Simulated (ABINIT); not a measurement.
# A GW chain in ABINIT: AlN (P6_3mc), part 2 of 3

Wanted: ground state, empty states, screening and self-energy for AlN (P6_3mc).

ABINIT 10.8.3; PBE and many-body steps on it, plane waves. Known limits of the many-body steps: not at the basis limit.

So far. Step 2 (Ground state): The gap is direct, at Γ.

The database entry behind the starting cell differs from later determinations by our own check (inner coordinate u about 0.002 short), so it need not match the best structure at ambient conditions.

### Step 3. Bands along the symmetry lines

Level of this step: DFT, PBE, plane waves, norm-conserving pseudopotentials (ABINIT).

Levels along a band path, at the cheap level, show where the edges lie and whether the meshes to come will hold them.

The input, run.abi:

```
acell 3*1.0 Angstrom
rprim 
  3.113000000011 -0.000000000003 0.000000000000
  -1.556500000003 2.695937081992 0.000000000000
  0.000000000000 0.000000000000 4.981000000000
ntypat 2
znucl 13 7
natom 4
typat 1 1 2 2
xred 
  0.333333333333 0.666666666667 0.000000000000
  0.666666666667 0.333333333333 0.500000000000
  0.333333333333 0.666666666667 0.380000000000
  0.666666666667 0.333333333333 0.880000000000
pp_dirpath "pseudos"
pseudos "Al.upf, N.upf"
ecut 36
iscf -2
irdden 1
kptopt 0
nkpt 75
kpt 
  0.00000000 0.00000000 0.00000000
  0.06250000 0.00000000 0.00000000
  0.12500000 0.00000000 0.00000000
  0.18750000 0.00000000 0.00000000
  0.25000000 0.00000000 0.00000000
  0.31250000 0.00000000 0.00000000
  0.37500000 0.00000000 0.00000000
  0.43750000 0.00000000 0.00000000
  0.50000000 0.00000000 0.00000000
  0.47916667 0.04166667 0.00000000
  0.45833333 0.08333333 0.00000000
  0.43750000 0.12500000 0.00000000
  0.41666666 0.16666666 0.00000000
  0.39583333 0.20833333 0.00000000
  0.37500000 0.25000000 0.00000000
  0.35416666 0.29166666 0.00000000
  0.33333333 0.33333333 0.00000000
  0.29166666 0.29166666 0.00000000
  0.25000000 0.25000000 0.00000000
  0.20833333 0.20833333 0.00000000
  0.16666666 0.16666666 0.00000000
  0.12500000 0.12500000 0.00000000
  0.08333333 0.08333333 0.00000000
  0.04166667 0.04166667 0.00000000
  0.00000000 0.00000000 0.00000000
  0.00000000 0.00000000 0.06250000
  0.00000000 0.00000000 0.12500000
  0.00000000 0.00000000 0.18750000
  0.00000000 0.00000000 0.25000000
  0.00000000 0.00000000 0.31250000
  0.00000000 0.00000000 0.37500000
  0.00000000 0.00000000 0.43750000
  0.00000000 0.00000000 0.50000000
  0.06250000 0.00000000 0.50000000
  0.12500000 0.00000000 0.50000000
  0.18750000 0.00000000 0.50000000
  0.25000000 0.00000000 0.50000000
  0.31250000 0.00000000 0.50000000
  0.37500000 0.00000000 0.50000000
  0.43750000 0.00000000 0.50000000
  0.50000000 0.00000000 0.50000000
  0.47916667 0.04166667 0.50000000
  0.45833333 0.08333333 0.50000000
  0.43750000 0.12500000 0.50000000
  0.41666666 0.16666666 0.50000000
  0.39583333 0.20833333 0.50000000
  0.37500000 0.25000000 0.50000000
  0.35416666 0.29166666 0.50000000
  0.33333333 0.33333333 0.50000000
  0.29166666 0.29166666 0.50000000
  0.25000000 0.25000000 0.50000000
  0.20833333 0.20833333 0.50000000
  0.16666666 0.16666666 0.50000000
  0.12500000 0.12500000 0.50000000
  0.08333333 0.08333333 0.50000000
  0.04166667 0.04166667 0.50000000
  0.00000000 0.00000000 0.50000000
  0.50000000 0.00000000 0.50000000
  0.50000000 0.00000000 0.43750000
  0.50000000 0.00000000 0.37500000
  0.50000000 0.00000000 0.31250000
  0.50000000 0.00000000 0.25000000
  0.50000000 0.00000000 0.18750000
  0.50000000 0.00000000 0.12500000
  0.50000000 0.00000000 0.06250000
  0.50000000 0.00000000 0.00000000
  0.33333333 0.33333333 0.50000000
  0.33333333 0.33333333 0.43750000
  0.33333333 0.33333333 0.37500000
  0.33333333 0.33333333 0.31250000
  0.33333333 0.33333333 0.25000000
  0.33333333 0.33333333 0.18750000
  0.33333333 0.33333333 0.12500000
  0.33333333 0.33333333 0.06250000
  0.33333333 0.33333333 0.00000000
istwfk *1
nband 15
nbdbuf 2
tolwfr 1e-08
nstep 40
prtwf 0
prtvol 0
indata_prefix "in"
outdata_prefix "out"
tmpdata_prefix "tmp"
```

Started as:

```sh
OMP_NUM_THREADS=1 mpirun -n 8 abinit run.abi > log
```

Numbers of over 12 decimals in the logs are rounded to 6 here.

What it wrote:

```text
.Version 10.8.3 of ABINIT. v10.8.2 released Aug 2026.

 Symmetries : space group P6_3 m c (#186); Bravais hP (primitive hexag.)
[... echo of the input left out ...]
== DATASET  1 ==================================================================
-   mpi_nproc: 8, omp_nthreads: 1 (-1 if OMP is not activated)

--- !DatasetInfo
iteration_state: {dtset: 1, }
dimensions: {natom: 4, nkpt: 75, mband: 15, nsppol: 1, nspinor: 1, nspden: 1, mpw: 2937, }
cutoff_energies: {ecut:  36.0, pawecutdg:  -1.0, }
electrons: {nelect:   1.60000000E+01, charge:   0.00000000E+00, occopt:   1.00000000E+00, tsmear:   1.00000000E-02, }

 Real(R)+Recip(G) space primitive vectors, cartesian coordinates (Bohr,Bohr^-1):
 R(1)=  5.8827174  0.0000000  0.0000000  G(1)=  0.1699895  0.0981435  0.0000000
 R(2)= -2.9413587  5.0945827  0.0000000  G(2)=  0.0000000  0.1962869  0.0000000
 R(3)=  0.0000000  0.0000000  9.4127258  G(3)=  0.0000000  0.0000000  0.1062392
 Unit cell volume ucvol=  2.8209931E+02 bohr^3
 Angles (23,13,12)=  9.00000000E+01  9.00000000E+01  1.20000000E+02 degrees

 getcut: wavevector=  0.0000  0.0000  0.0000  ngfft=  32  32  54
         ecut(hartree)=     36.000   => boxcut(ratio)=   2.01398

--- Pseudopotential description ------------------------------------------------
- Al Generated using ONCVPSP code by D. R. Hamann
- 13.00000   3.00000  171031                  znucl, zion, pspdat
12 -101130 2 -1 1876                          pspcod,pspxc,lmax,lloc,mmax
     nproj     2     2     2
  pspatm : epsatm=    4.08140545
         --- l  ekb(1:nproj) -->
             0    5.126667    0.728291
             1    7.287548    0.832437
             2   -2.770497   -0.637722
 pspatm: atomic psp has been read  and splines computed

- N Generated using ONCVPSP code by D. R. Hamann
-  7.00000   5.00000  171031                  znucl, zion, pspdat
12 -101130 1 -1 1058                          pspcod,pspxc,lmax,lloc,mmax
     nproj     2     2     0
  pspatm : epsatm=    5.20977870
         --- l  ekb(1:nproj) -->
[...]
pspatm: atomic psp has been read  and splines computed

--------------------------------------------------------------------------------

================================================================================
 prteigrs : about to open file out_EIG
 Non-SCF case, kpt    1 (  0.00000  0.00000  0.00000), residuals and eigenvalues=
  1.35E-09  4.38E-09  3.93E-09  2.05E-09  5.49E-09  1.86E-09  4.78E-09  7.86E-09
  2.98E-09  4.96E-09  7.19E-09  9.62E-09  7.48E-09  1.71E-07  1.65E-08
 -3.6127E-01 -2.8223E-01 -2.4254E-02  1.6476E-01  1.6476E-01  1.8869E-01
  1.8869E-01  1.9530E-01  3.5040E-01  4.4063E-01  5.8456E-01  6.0656E-01
[...]
Non-SCF case, kpt    2 (  0.06250  0.00000  0.00000), residuals and eigenvalues=
  8.26E-09  8.40E-09  3.03E-09  4.39E-09  2.18E-09  4.03E-09  2.76E-09  8.04E-09
[...]
Non-SCF case, kpt   74 (  0.33333  0.33333  0.06250), residuals and eigenvalues=
[...]
Non-SCF case, kpt   75 (  0.33333  0.33333  0.00000), residuals and eigenvalues=
[...]
-2.6958E-01 -2.6958E-01  1.9329E-02  5.7384E-02  5.7384E-02  1.0651E-01
  1.0816E-01  1.0816E-01  3.8180E-01  5.0314E-01  5.5167E-01  5.5167E-01
[...]
--- !ResultsGS
iteration_state: {dtset: 1, }
comment   : Summary of ground state results
lattice_vectors:
- [  5.8827174,  -0.0000000,   0.0000000, ]
- [ -2.9413587,   5.0945827,   0.0000000, ]
- [  0.0000000,   0.0000000,   9.4127258, ]
lattice_lengths: [   5.88272,    5.88272,    9.41273, ]
lattice_angles: [ 90.000,  90.000, 120.000, ] # degrees, (23, 13, 12)
lattice_volume:   2.8209931E+02
convergence: {deltae:  0.000E+00, res2:  0.000E+00, residm:  9.988E-09, diffor:  0.000E+00, }
etotal    :  -2.55880884E+01
entropy   :   0.00000000E+00
fermie    :   1.95302428E-01
cartesian_stress_tensor: null
pressure_GPa: null
xred      :
- [  3.3333E-01,   6.6667E-01,   1.1102E-16, Al]
- [  6.6667E-01,   3.3333E-01,   5.0000E-01, Al]
- [  3.3333E-01,   6.6667E-01,   3.8000E-01,  N]
- [  6.6667E-01,   3.3333E-01,   8.8000E-01,  N]
cartesian_forces: null
force_length_stats: {min: null, max: null, mean: null, }

 Integrated electronic density in atomic spheres:
 ------------------------------------------------
 Atom  Sphere_radius  Integrated_density
[...]
================================================================================

 ----iterations are completed or convergence reached----

 Mean square residual over all n,k,spin=   48.190E-10; max=  99.876E-10
 reduced coordinates (array xred) for    4 atoms
[...]
0.333333333333      0.666666666667      0.380000000000
       0.666666666667      0.333333333333      0.880000000000

 cartesian coordinates (angstrom) at end:
    1      1.67e-12     1.797291     0.000000
    2      1.556500     0.898646     2.490500
    3      1.67e-12     1.797291     1.892780
    4      1.556500     0.898646     4.383280
 length scales=  1.889726125908  1.889726125908  1.889726125908 bohr
              =  1.000000000000  1.000000000000  1.000000000000 angstroms
 prteigrs : about to open file out_EIG
 Eigenvalues (hartree) for nkpt=  75  k points:
 kpt#   1, nband= 15, wtk=  1.00000, kpt=  0.0000  0.0000  0.0000 (reduced coord)
[...]
kpt#   2, nband= 15, wtk=  1.00000, kpt=  0.0625  0.0000  0.0000 (reduced coord)
[...]
kpt#   3, nband= 15, wtk=  1.00000, kpt=  0.1250  0.0000  0.0000 (reduced coord)
[...]
kpt#  74, nband= 15, wtk=  1.00000, kpt=  0.3333  0.3333  0.0625 (reduced coord)
  -0.26951   -0.26951    0.01992    0.05462    0.05462    0.10520    0.11158    0.11158
   0.38397    0.50288    0.54836    0.54836    0.62090    0.62090    0.67785
 kpt#  75, nband= 15, wtk=  1.00000, kpt=  0.3333  0.3333  0.0000 (reduced coord)
  -0.26958   -0.26958    0.01933    0.05738    0.05738    0.10651    0.10816    0.10816
   0.38180    0.50314    0.55167    0.55167    0.61993    0.61993    0.67792

== END DATASET(S) ==============================================================
================================================================================

 -outvars: echo values of variables after computation  --------
            nband          15
             nkpt          75
          spgroup         186
 [... the other variables as echoed above ...]

 Calculation completed.
```

Wall time 13 s (8 MPI ranks of Arm Neoverse N1, shared host); peak memory 0.51 GiB; 1.7 min of CPU time.

Numbers from this step:

* gap: 4.220 eV
* k of the valence top: 0, 0, 0
* k of the conduction bottom: 0, 0, 0
* least direct gap: 4.220 eV

The gap is 4.220 eV, as in the run before at this level.

The electronic bands at the labelled points (eV, zero at the top of the highest filled band; v1 is the highest filled band, c1 the lowest empty one):

```
    point     v4     v3     v2     v1    c1    c2     c3     c4
        Γ  -0.83  -0.18  -0.18   0.00  4.22  6.68  10.59  11.19
  halfway  -2.43  -1.54  -0.44  -0.38  6.21  7.63   8.10  10.04
        M  -3.33  -2.06  -1.77  -0.66  5.83  5.84   8.21  10.30
  halfway  -3.07  -2.97  -1.86  -1.49  5.54  7.17   8.88  10.08
        K  -3.75  -2.42  -2.37  -2.37  5.07  8.38   9.70   9.70
  halfway  -3.35  -1.67  -0.86  -0.59  6.85  7.48   8.57   9.14
        Γ  -0.83  -0.18  -0.18   0.00  4.22  6.68  10.59  11.19
  halfway  -0.74  -0.74  -0.28  -0.28  5.17  6.79  10.27  11.16
        A  -0.51  -0.51  -0.51  -0.51  6.47  6.47  10.35  10.35
  halfway  -1.58  -1.58  -1.01  -1.01  6.55  6.55   9.52   9.52
        L  -1.44  -1.44  -1.35  -1.35  5.34  5.34   9.32   9.32
  halfway  -2.72  -2.72  -0.92  -0.92  6.19  6.19   9.25   9.25
        H  -3.83  -3.83  -0.78  -0.78  7.44  7.44   7.88   7.88
  halfway  -1.80  -1.80  -1.20  -1.20  6.74  6.74   9.49   9.49
        A  -0.51  -0.51  -0.51  -0.51  6.47  6.47  10.35  10.35
jump to L  -1.44  -1.44  -1.35  -1.35  5.34  5.34   9.32   9.32
  halfway  -2.55  -1.89  -1.19  -0.91  5.09  5.93   9.37   9.47
        M  -3.33  -2.06  -1.77  -0.66  5.83  5.84   8.21  10.30
jump to H  -3.83  -3.83  -0.78  -0.78  7.44  7.44   7.88   7.88
  halfway  -4.41  -2.91  -1.46  -1.46  5.91  8.23   8.70   8.70
        K  -3.75  -2.42  -2.37  -2.37  5.07  8.38   9.70   9.70
```

### Step 4. Empty states on the mesh, 6×6×4 mesh, 129 bands

The sums over transitions need many empty states on a uniform mesh; this step solves for them.

The input, run.abi:

```
acell 3*1.0 Angstrom
rprim 
  3.113000000011 -0.000000000003 0.000000000000
  -1.556500000003 2.695937081992 0.000000000000
  0.000000000000 0.000000000000 4.981000000000
ntypat 2
znucl 13 7
natom 4
typat 1 1 2 2
xred 
  0.333333333333 0.666666666667 0.000000000000
  0.666666666667 0.333333333333 0.500000000000
  0.333333333333 0.666666666667 0.380000000000
  0.666666666667 0.333333333333 0.880000000000
pp_dirpath "pseudos"
pseudos "Al.upf, N.upf"
ecut 36
ngkpt 6 6 4
nshiftk 1
shiftk 0 0 0
kptopt 1
chksymbreak 0
irdden 1
istwfk *1
nband 129
prtvol 0
optdriver 6
gwr_task "HDIAGO"
paral_kgb 0
occopt 1
indata_prefix "in"
outdata_prefix "out"
tmpdata_prefix "tmp"
```

What it wrote:

```text
[banner, memory and clock lines left out]
.Version 10.8.3 of ABINIT. v10.8.2 released Aug 2026.

 Symmetries : space group P6_3 m c (#186); Bravais hP (primitive hexag.)
[... echo of the input left out ...]
== DATASET  1 ==================================================================
-   mpi_nproc: 8, omp_nthreads: 1 (-1 if OMP is not activated)

--- !DatasetInfo
iteration_state: {dtset: 1, }
dimensions: {natom: 4, nkpt: 21, mband: 129, nsppol: 1, nspinor: 1, nspden: 1, mpw: 2934, }
cutoff_energies: {ecut:  36.0, pawecutdg:  -1.0, }
electrons: {nelect:   1.60000000E+01, charge:   0.00000000E+00, occopt:   1.00000000E+00, tsmear:   1.00000000E-02, }

.Using double precision arithmetic; gwpc =  8

- Reading GS density from: in_DEN

--- Pseudopotential description ------------------------------------------------
- Al Generated using ONCVPSP code by D. R. Hamann
- 13.00000   3.00000  171031                  znucl, zion, pspdat
12 -101130 2 -1 1876                          pspcod,pspxc,lmax,lloc,mmax
     nproj     2     2     2
  pspatm : epsatm=    4.08140545
         --- l  ekb(1:nproj) -->
             0    5.126667    0.728291
             1    7.287548    0.832437
             2   -2.770497   -0.637722
 pspatm: atomic psp has been read  and splines computed

- N Generated using ONCVPSP code by D. R. Hamann
-  7.00000   5.00000  171031                  znucl, zion, pspdat
12 -101130 1 -1 1058                          pspcod,pspxc,lmax,lloc,mmax
     nproj     2     2     0
  pspatm : epsatm=    5.20977870
         --- l  ekb(1:nproj) -->
             0    7.494509    0.636305
             1   -4.293905   -1.006988
 pspatm: atomic psp has been read  and splines computed

   2.97317893E+02                                ecore*ucvol(ha*bohr**3)

 Total charge density [el/Bohr^3]
)     Maximum=    5.3940E-01  at reduced coord.    0.7813    0.4063    0.8889
)     Minimum=    1.6705E-03  at reduced coord.    0.3125    0.6563    0.0000
   Integrated=    1.6000E+01

 === KS gaps after direct diagonalization ===
 Direct band gap semiconductor
 Fundamental gap:     4.220 (eV)
   VBM:     5.314 (eV) at k: [ 0.0000E+00,  0.0000E+00,  0.0000E+00]
   CBM:     9.535 (eV) at k: [ 0.0000E+00,  0.0000E+00,  0.0000E+00]
 Direct gap:         4.220 (eV) at k: [ 0.0000E+00,  0.0000E+00,  0.0000E+00]

== END DATASET(S) ==============================================================

 -outvars: echo values of variables after computation  --------
           etotal      0.0000000000E+00
            nband         129
             nkpt          21
          spgroup         186
 [... the other variables as echoed above ...]

 Calculation completed.
```

Run time: 2.4 min. Hardware: 8 MPI ranks; peak memory 4.1 GiB; 20 min of CPU time.

This step gave:

```
gap                                                           : 4.220 eV
k of the valence top                                          : 0, 0, 0
k of the conduction bottom                                    : 0, 0, 0
least direct gap                                              : 4.220 eV
k points computed                                             : 21
lowest point of the top converged band, above the valence top : 99.8843 eV
```

On this mesh the gap is 4.220 eV.

### Step 5. Screening, 6×6×4 mesh, 121 bands, screening to 179.6 eV

The RPA dielectric matrix is built and inverted for each q.

This step: RPA screening on PBE, plane waves, norm-conserving pseudopotentials.

run.abi: that of step 4 with these lines changed.

```diff
@@ -22,10 +22,11 @@
 chksymbreak 0
-irdden 1
 istwfk *1
-nband 129
-prtvol 0
-optdriver 6
-gwr_task "HDIAGO"
-paral_kgb 0
 occopt 1
+irdwfk 1
+optdriver 3
+nband 121
+ecuteps 6.6
+inclvkb 2
+awtr 1
+symchi 1
 indata_prefix "in"
```

What it wrote:

```text
.Version 10.8.3 of ABINIT. v10.8.2 released Aug 2026.

 Symmetries : space group P6_3 m c (#186); Bravais hP (primitive hexag.)
[... echo of the input left out ...]
== DATASET  1 ==================================================================
-   mpi_nproc: 8, omp_nthreads: 1 (-1 if OMP is not activated)

--- !DatasetInfo
iteration_state: {dtset: 1, }
dimensions: {natom: 4, nkpt: 21, mband: 121, nsppol: 1, nspinor: 1, nspden: 1, mpw: 2934, }
cutoff_energies: {ecut:  36.0, pawecutdg:  -1.0, }
electrons: {nelect:   1.60000000E+01, charge:   0.00000000E+00, occopt:   1.00000000E+00, tsmear:   1.00000000E-02, }

 SCREENING: Calculation of the susceptibility and dielectric matrices

 Based on a program developped by R.W. Godby, V. Olevano, G. Onida, and L. Reining.
 Incorporated in ABINIT by V. Olevano, G.-M. Rignanese, and M. Torrent.
.Using double precision arithmetic ; gwpc =  8

[... cell and pseudopotentials left out ...]
--------------------------------------------------------------------------------

 ==== K-mesh for the wavefunctions ====
 Number of points in the irreducible wedge :    21
[... list of points left out ...]
 Together with 12 symmetry operations and time-reversal symmetry
 yields   144 points in the full Brillouin Zone.

 ==== Q-mesh for the screening function ====
 Number of points in the irreducible wedge :    21
[... list of points left out ...]
 Together with 12 symmetry operations and time-reversal symmetry
 yields   144 points in the full Brillouin Zone.

 setmesh: FFT mesh size selected  =    20x   20x   36
          total number of points  =        14400

 vcoul_init : cutoff-mode = AUXILIARY_FUNCTION
 q-points for optical limit:   1
     1)      0.000010    0.000020    0.000030

- screening: taking advantage of time-reversal symmetry
- Maximum band index for partially occupied states nbvw = 8
- Remaining bands to be divided among processors   nbcw = 113
- Number of bands treated by each node ~14

 Number of electrons calculated from density =   16.0000; Expected =   16.0000
 average of density, n =  0.056718
 r_s =    1.6146
 omega_plasma =   22.9728 [eV]

 calculating chi0 at frequencies [eV] :
  1    0.000000E+00    0.000000E+00
  2    0.000000E+00    2.297283E+01

--------------------------------------------------------------------------------
  q-point number  1        q = ( 0.000000, 0.000000, 0.000000) [r.l.u.]
--------------------------------------------------------------------------------
[... chi0 elements left out ...]
 For q-point:  0.000010 0.000020 0.000030
  dielectric constant =   4.2142
  dielectric constant without local fields =   4.6416

  Average fulfillment of the sum rule on Im[epsilon] for q-point    1 :     83.59  [%]
[... wings left out ...]
  q-point number  2        q = ( 0.166667, 0.000000, 0.000000) [r.l.u.]
--------------------------------------------------------------------------------
[... chi0 elements left out ...]
  Average fulfillment of the sum rule on Im[epsilon] for q-point    2 :     90.78  [%]

 [... 19 further q-points ...]
```

Wall time 1.9 min (8 MPI ranks); peak memory 1.7 GiB; 15 min of CPU time.

Numbers from this step:

```
ε∞ with local fields, on this mesh, along the program's q direction : 4.214
the same without local fields                                       : 4.642
plasma frequency                                                    : 22.97 eV
plane waves in the screening matrix                                 : 233
```

Local fields lower ε∞ by 9 %.

[end of part 2 of 3]

[Paths, hosts, dates, memory and timing lines, banners, echoed tables and standing remarks are left out of the program output.]

[Logs are printed without paths, hosts, clocks, repeated set-up lines and the standing remarks that a program may print on its own settings, such as how far it seeks lower states.]

[Runs of the session that timed out or met a known fault of the program may be left out.]

[Hosts, paths, dates, database ids (printed as entryN), source tags and the programs' standing remarks are cut or masked in the printed files.]

[G0W0 gaps are taken among the corrected bands and points alone; a level outside them can change the order at an edge.]

[Where Ansatz stands beside ABINIT at settings called matched, ABINIT's density can come from a denser mesh and the files from another edition; pairs whose starting gaps differed by over 0.03 eV were left out, so agreement reads better than it is.]
